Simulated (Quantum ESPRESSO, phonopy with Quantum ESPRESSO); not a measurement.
# BN (F-43m): phonons against volume, part 2 of 3

Aim: how the vibrations of BN shift with volume, and the expansion that follows. The starting cell is a computed one from a database.

Quantum ESPRESSO 7.5; DFT PBE, scalar-relativistic, plane waves, GBRV ultrasoft pseudopotentials.

So far. Step 13 (Self-consistent run, V/V0 0.985): The run ends at a pressure of 5.77 GPa. Step 14 (Zone-centre response): The Born charges sum to zero within 0.0016 e; the rest is removed before use. Acoustic frequencies in this log differ from zero by the error of the sum rule, which ph.x does not impose.

## 16. Lattice dynamics at this volume, V/V0 0.985

This step: DFT PBE, scalar-relativistic, plane waves, GBRV ultrasoft pseudopotentials (phonopy with Quantum ESPRESSO 4.10.0 / 7.5).

The job ended after 8.8 min (8 threads of Arm Neoverse N1, shared host; 67 min of CPU time).

Phonopy, LO-TO term from ph.x's tensors. The phonon branches at the labelled points (cm⁻¹):

```
    point  branch 1  branch 2  branch 3  branch 4  branch 5  branch 6
        Γ         0         0         0      1046      1046      1281
  halfway       465       465       648      1000      1000      1256
        X       725       725       888       888      1032      1143
  halfway       712       766       889       894      1021      1121
        U       672       862       881       913       974      1086
jump to K       672       862       881       913       974      1086
  halfway       397       520       684      1008      1028      1208
        Γ         0         0         0      1046      1046      1281
  halfway       342       342       634      1020      1020      1245
        L       502       502       976       977       977      1133
  halfway       594       694       944       950      1014      1068
        W       774       778       888       984       996       997
  halfway       748       753       888       908      1015      1097
        X       725       725       888       888      1032      1143
```

No mode is imaginary beyond numerical noise along the path. The highest zone-centre mode (no LO–TO term) moved by +1.9 % for a volume change of -1.5 %.

The time given is that of the 2 pw.x runs on displaced cells behind this step.

## 17. Ground state at this cell, V/V0 1.03

This step: DFT PBE, scalar-relativistic, plane waves, GBRV ultrasoft pseudopotentials (Quantum ESPRESSO 7.5).

System of this step: BN. The structure is cubic, space group F-43m (No. 216). The conventional cell has a = 3.660 Å, b = 3.660 Å, c = 3.660 Å, α = 90.00°, β = 90.00°, γ = 90.00°. B has 4 N at 1.58 Å nearest. Nearest to N lie 4 B at 1.58 Å. Farther neighbours and most contacts between anions are not listed.

scf.in

```
&CONTROL
  calculation = 'scf'
  prefix      = 'x'
  outdir      = './tmp'
  pseudo_dir  = './pseudo'
  tprnfor     = .true.
  tstress     = .true.
/
&SYSTEM
  ibrav       = 0
  nat         = 2
  ntyp        = 2
  ecutwfc     = 45.0
  ecutrho     = 270.0
  occupations = 'fixed'
  nbnd        = 6
/
&ELECTRONS
  conv_thr         = 1.0d-12
  mixing_beta      = 0.7
  electron_maxstep = 100
/
ATOMIC_SPECIES
 B      10.8100  B.upf
 N      14.0070  N.upf
CELL_PARAMETERS angstrom
     0.000000000    1.830115174    1.830115174
     1.830115174    0.000000000    1.830115174
     1.830115174    1.830115174    0.000000000
ATOMIC_POSITIONS crystal
 B      0.000000000   0.000000000   0.000000000
 N      0.750000000   0.750000000   0.750000000
K_POINTS automatic
 12 12 12 0 0 0
```

Command:

```sh
$ OMP_NUM_THREADS=1 mpirun -n 8 pw.x -nk 8 -in scf.in > scf.out
```

Run time: 2.4 s. Hardware: 8 MPI ranks.

The run ends at a pressure of -10.39 GPa.

## 18. Zone-centre response

ph.in

```
phonons
&INPUTPH
  prefix = 'x'
  outdir = './tmp'
  fildyn = 'x.dyn'
  tr2_ph = 1.0d-18
  epsil  = .true.
/
0.000000000 0.000000000 0.000000000
```

scf.in is that of step 17.

Command:

```sh
$ OMP_NUM_THREADS=1 mpirun -n 8 ph.x -nk 8 -in ph.in > ph.out
```

Run time: 15 s. Hardware: 8 MPI ranks; 1.9 min of CPU time.

The Born charges sum to zero within 0.0014 e; the rest is removed before use. Acoustic frequencies in this log differ from zero by the error of the sum rule, which ph.x does not impose.

## 19. A displaced supercell

System of this step: BN. The cell holds 54 atoms: 27 B and 27 N. Its edges and angles: a = 7.765 Å, b = 7.765 Å, c = 7.765 Å, α = 60.0°, β = 60.0°, γ = 60.0°. It derives from BN, repeated 3×3×3.

disp-00001.in

```
&CONTROL
  calculation = 'scf'
  prefix      = 'x'
  outdir      = './tmp'
  pseudo_dir  = './pseudo'
  tprnfor     = .true.
  disk_io     = 'none'
/
&SYSTEM
  ibrav       = 0
  nat         = 54
  ntyp        = 2
  ecutwfc     = 45.0
  ecutrho     = 270.0
  occupations = 'fixed'
  nbnd        = 110
/
&ELECTRONS
  conv_thr         = 1.0d-11
  mixing_beta      = 0.7
  electron_maxstep = 100
/
ATOMIC_SPECIES
 B      10.8100  B.upf
 N      14.0070  N.upf
CELL_PARAMETERS angstrom
     0.000000000    5.490345522    5.490345522
     5.490345522    0.000000000    5.490345522
     5.490345522    5.490345522    0.000000000
ATOMIC_POSITIONS crystal
 B      0.002575819   0.000000000   0.000000000
 B      0.333333333   0.000000000   0.000000000
 B      0.666666667   0.000000000   0.000000000
 B      0.000000000   0.333333333   0.000000000
 B      0.333333333   0.333333333   0.000000000
 B      0.666666667   0.333333333   0.000000000
 B      0.000000000   0.666666667   0.000000000
 B      0.333333333   0.666666667   0.000000000
[... 42 atom lines left out ...]
 N      0.916666667   0.583333333   0.916666667
 N      0.250000000   0.916666667   0.916666667
 N      0.583333333   0.916666667   0.916666667
 N      0.916666667   0.916666667   0.916666667
K_POINTS automatic
 3 3 3 0 0 0
```

Command:

```sh
$ OMP_NUM_THREADS=1 mpirun -n 4 pw.x -nk 4 -in disp-00001.in > disp-00001.out
```

Run time: 7.9 min. Hardware: 4 MPI ranks; 31 min of CPU time.

## 20. Lattice dynamics at this volume, V/V0 1.03

This step: DFT PBE, scalar-relativistic, plane waves, GBRV ultrasoft pseudopotentials (phonopy with Quantum ESPRESSO 4.10.0 / 7.5).

Run time: 9.4 min. Hardware: 8 threads.

No mode is imaginary beyond numerical noise along the path. The highest zone-centre mode (no LO–TO term) moved by -3.7 % for a volume change of +3.0 %.

The time given is that of the 2 pw.x runs on displaced cells behind this step.

## 21. Self-consistent run, V/V0 0.97

This step: DFT PBE, scalar-relativistic, plane waves, GBRV ultrasoft pseudopotentials (Quantum ESPRESSO 7.5).

System of this step: BN. The structure is cubic, space group F-43m (No. 216). Conventional cell: a = 3.588 Å, b = 3.588 Å, c = 3.588 Å, α = 90.00°, β = 90.00°, γ = 90.00°. Nearest to B lie 4 N at 1.55 Å. N has 4 B at 1.55 Å nearest. Farther neighbours and most contacts between anions are not listed.

Changes to scf.in since step 18:

```diff
@@ -26,5 +26,5 @@
 CELL_PARAMETERS angstrom
-     0.000000000    1.830115174    1.830115174
-     1.830115174    0.000000000    1.830115174
-     1.830115174    1.830115174    0.000000000
+     0.000000000    1.793865697    1.793865697
+     1.793865697    0.000000000    1.793865697
+     1.793865697    1.793865697    0.000000000
 ATOMIC_POSITIONS crystal
```

Command:

```sh
$ OMP_NUM_THREADS=1 mpirun -n 8 pw.x -nk 8 -in scf.in > scf.out
```

Run time: 2.2 s. Hardware: 8 MPI ranks.

The run ends at a pressure of 11.96 GPa.

## 22. Born charges and dielectric tensor

ph.in is that of step 18.

scf.in is that of step 21.

Command:

```sh
$ OMP_NUM_THREADS=1 mpirun -n 8 ph.x -nk 8 -in ph.in > ph.out
```

Elapsed: 15 s, on 8 MPI ranks.

The Born charges sum to zero within 0.0017 e; the rest is removed before use. Acoustic frequencies in this log differ from zero by the error of the sum rule, which ph.x does not impose.

## 23. A displaced supercell

System of this step: BN. The cell holds 54 atoms: 27 B and 27 N. Cell: a = 7.611 Å, b = 7.611 Å, c = 7.611 Å, α = 60.0°, β = 60.0°, γ = 60.0°. It derives from BN, repeated 3×3×3.

Changes to disp-00001.in since step 19:

```diff
@@ -26,7 +26,7 @@
 CELL_PARAMETERS angstrom
-     0.000000000    5.490345522    5.490345522
-     5.490345522    0.000000000    5.490345522
-     5.490345522    5.490345522    0.000000000
+     0.000000000    5.381597090    5.381597090
+     5.381597090    0.000000000    5.381597090
+     5.381597090    5.381597090    0.000000000
 ATOMIC_POSITIONS crystal
- B      0.002575819   0.000000000   0.000000000
+ B      0.002627870   0.000000000   0.000000000
  B      0.333333333   0.000000000   0.000000000
```

Command:

```sh
$ OMP_NUM_THREADS=1 mpirun -n 4 pw.x -nk 4 -in disp-00001.in > disp-00001.out
```

Wall time 8.7 min (4 MPI ranks).

## 24. Lattice dynamics at this volume, V/V0 0.97

This step: DFT PBE, scalar-relativistic, plane waves, GBRV ultrasoft pseudopotentials (phonopy with Quantum ESPRESSO 4.10.0 / 7.5).

It took 8.7 min on 8 threads.

Phonopy, LO-TO term from ph.x's tensors. The phonon branches at the labelled points (cm⁻¹):

```
    point  branch 1  branch 2  branch 3  branch 4  branch 5  branch 6
        Γ         0         0         0      1066      1066      1300
  halfway       470       470       658      1020      1020      1273
        X       728       728       913       913      1048      1158
  halfway       716       770       912       919      1038      1137
        U       675       869       899       937       991      1104
jump to K       675       869       899       937       991      1104
  halfway       398       527       694      1029      1049      1225
        Γ         0         0         0      1066      1066      1300
  halfway       344       344       645      1040      1040      1262
        L       504       504       996       999       999      1144
  halfway       598       701       963       970      1037      1081
        W       783       783       903      1007      1012      1017
  halfway       754       757       910       932      1033      1113
        X       728       728       913       913      1048      1158
```

No mode is imaginary beyond numerical noise along the path. The highest zone-centre mode (no LO–TO term) moved by +3.8 % for a volume change of -3.0 %.

The time given is that of the 2 pw.x runs on displaced cells behind this step.

## 25. Self-consistent run, V/V0 1.045

This step: DFT PBE, scalar-relativistic, plane waves, GBRV ultrasoft pseudopotentials (Quantum ESPRESSO 7.5).

System of this step: BN. It takes space group F-43m (No. 216, cubic). The conventional cell has a = 3.678 Å, b = 3.678 Å, c = 3.678 Å, α = 90.00°, β = 90.00°, γ = 90.00°. Nearest to B lie 4 N at 1.59 Å. N has 4 B at 1.59 Å nearest. Farther neighbours and most contacts between anions are not listed.

Changes to scf.in since step 22:

```diff
@@ -26,5 +26,5 @@
 CELL_PARAMETERS angstrom
-     0.000000000    1.793865697    1.793865697
-     1.793865697    0.000000000    1.793865697
-     1.793865697    1.793865697    0.000000000
+     0.000000000    1.838956447    1.838956447
+     1.838956447    0.000000000    1.838956447
+     1.838956447    1.838956447    0.000000000
 ATOMIC_POSITIONS crystal
```

Command:

```sh
$ OMP_NUM_THREADS=1 mpirun -n 8 pw.x -nk 8 -in scf.in > scf.out
```

It took 2.7 s on 8 MPI ranks; 20 s of CPU time.

The run ends at a pressure of -15.06 GPa.

## 26. Zone-centre response

ph.in is that of step 22.

scf.in is that of step 25.

Command:

```sh
$ OMP_NUM_THREADS=1 mpirun -n 8 ph.x -nk 8 -in ph.in > ph.out
```

It took 15 s on 8 MPI ranks; 2 min of CPU time.

The Born charges sum to zero within 0.0013 e; the rest is removed before use. Acoustic frequencies in this log differ from zero by the error of the sum rule, which ph.x does not impose.

## 27. Forces on a displaced cell

System of this step: BN. The cell holds 54 atoms: 27 B and 27 N. Cell: a = 7.802 Å, b = 7.802 Å, c = 7.802 Å, α = 60.0°, β = 60.0°, γ = 60.0°. It derives from BN, repeated 3×3×3.

Changes to disp-00001.in since step 23:

```diff
@@ -26,7 +26,7 @@
 CELL_PARAMETERS angstrom
-     0.000000000    5.381597090    5.381597090
-     5.381597090    0.000000000    5.381597090
-     5.381597090    5.381597090    0.000000000
+     0.000000000    5.516869342    5.516869342
+     5.516869342    0.000000000    5.516869342
+     5.516869342    5.516869342    0.000000000
 ATOMIC_POSITIONS crystal
- B      0.002627870   0.000000000   0.000000000
+ B      0.002563435   0.000000000   0.000000000
  B      0.333333333   0.000000000   0.000000000
```

Command:

```sh
$ OMP_NUM_THREADS=1 mpirun -n 4 pw.x -nk 4 -in disp-00001.in > disp-00001.out
```

Elapsed: 8.3 min, on 4 MPI ranks; 33 min of CPU time.

## 28. Phonons, V/V0 1.045

This step: DFT PBE, scalar-relativistic, plane waves, GBRV ultrasoft pseudopotentials (phonopy with Quantum ESPRESSO 4.10.0 / 7.5).

Elapsed: 8.9 min, on 8 threads; 69 min of CPU time.

No mode is imaginary beyond numerical noise along the path. The highest zone-centre mode (no LO–TO term) moved by -5.4 % for a volume change of +4.5 %.

The time given is that of the 2 pw.x runs on displaced cells behind this step.

## 29. Ground state at this cell, V/V0 1.06

This step: DFT PBE, scalar-relativistic, plane waves, GBRV ultrasoft pseudopotentials (Quantum ESPRESSO 7.5).

System of this step: BN. Symmetry: F-43m, No. 216, cubic system. The conventional cell has a = 3.695 Å, b = 3.695 Å, c = 3.695 Å, α = 90.00°, β = 90.00°, γ = 90.00°. Nearest to B lie 4 N at 1.60 Å. Nearest to N lie 4 B at 1.60 Å. Farther neighbours and most contacts between anions are not listed.

Changes to scf.in since step 26:

```diff
@@ -26,5 +26,5 @@
 CELL_PARAMETERS angstrom
-     0.000000000    1.838956447    1.838956447
-     1.838956447    0.000000000    1.838956447
-     1.838956447    1.838956447    0.000000000
+     0.000000000    1.847713515    1.847713515
+     1.847713515    0.000000000    1.847713515
+     1.847713515    1.847713515    0.000000000
 ATOMIC_POSITIONS crystal
```

Command:

```sh
$ OMP_NUM_THREADS=1 mpirun -n 8 pw.x -nk 8 -in scf.in > scf.out
```

Wall time 2.5 s (8 MPI ranks); 19 s of CPU time.

The run ends at a pressure of -19.42 GPa.

## 30. Zone-centre response

ph.in is that of step 26.

scf.in is that of step 29.

Command:

```sh
$ OMP_NUM_THREADS=1 mpirun -n 8 ph.x -nk 8 -in ph.in > ph.out
```

Run time: 15 s. Hardware: 8 MPI ranks; 2 min of CPU time.

The Born charges sum to zero within 0.0013 e; the rest is removed before use. Acoustic frequencies in this log differ from zero by the error of the sum rule, which ph.x does not impose.

## 31. A displaced supercell

System of this step: BN. The cell holds 54 atoms: 27 B and 27 N. Its edges and angles: a = 7.839 Å, b = 7.839 Å, c = 7.839 Å, α = 60.0°, β = 60.0°, γ = 60.0°. It derives from BN, repeated 3×3×3.

Changes to disp-00001.in since step 27:

```diff
@@ -26,7 +26,7 @@
 CELL_PARAMETERS angstrom
-     0.000000000    5.516869342    5.516869342
-     5.516869342    0.000000000    5.516869342
-     5.516869342    5.516869342    0.000000000
+     0.000000000    5.543140545    5.543140545
+     5.543140545    0.000000000    5.543140545
+     5.543140545    5.543140545    0.000000000
 ATOMIC_POSITIONS crystal
- B      0.002563435   0.000000000   0.000000000
+ B      0.002551286   0.000000000   0.000000000
  B      0.333333333   0.000000000   0.000000000
```

Command:

```sh
$ OMP_NUM_THREADS=1 mpirun -n 4 pw.x -nk 4 -in disp-00001.in > disp-00001.out
```

The job ended after 8.8 min (4 MPI ranks).

## 32. Phonons, V/V0 1.06

This step: DFT PBE, scalar-relativistic, plane waves, GBRV ultrasoft pseudopotentials (phonopy with Quantum ESPRESSO 4.10.0 / 7.5).

Wall time 13 min (8 threads); 87 min of CPU time.

Phonopy, LO-TO term from ph.x's tensors. The phonon branches at the labelled points (cm⁻¹):

```
    point  branch 1  branch 2  branch 3  branch 4  branch 5  branch 6
        Γ         0         0         0       954       954      1195
  halfway       437       437       603       906       906      1172
        X       702       702       774       774       958      1073
  halfway       693       735       778       783       946      1050
        U       657       784       799       830       896      1007
jump to K       657       784       799       830       896      1007
  halfway       388       484       632       909       932      1131
        Γ         0         0         0       954       954      1195
  halfway       331       331       579       924       924      1166
        L       492       492       873       873       876      1080
  halfway       576       659       839       864       912      1012
        W       715       744       820       880       909       929
  halfway       710       733       791       794       938      1025
        X       702       702       774       774       958      1073
```

No mode is imaginary beyond numerical noise along the path. The highest zone-centre mode (no LO–TO term) moved by -7.1 % for a volume change of +6.0 %.

The time given is that of the 2 pw.x runs on displaced cells behind this step.

[end of part 2 of 3]

[Logs are printed without paths, hosts, clocks, repeated set-up lines and the standing remarks that a program may print on its own settings, such as how far it seeks lower states.]

[Hosts, paths, dates, database ids (printed as entryN), source tags and the programs' standing remarks are cut or masked in the printed files.]

[A step with changed settings may run another functional than the one named; its input shows which.]

[Of the runs on displaced cells, only some may be shown.]
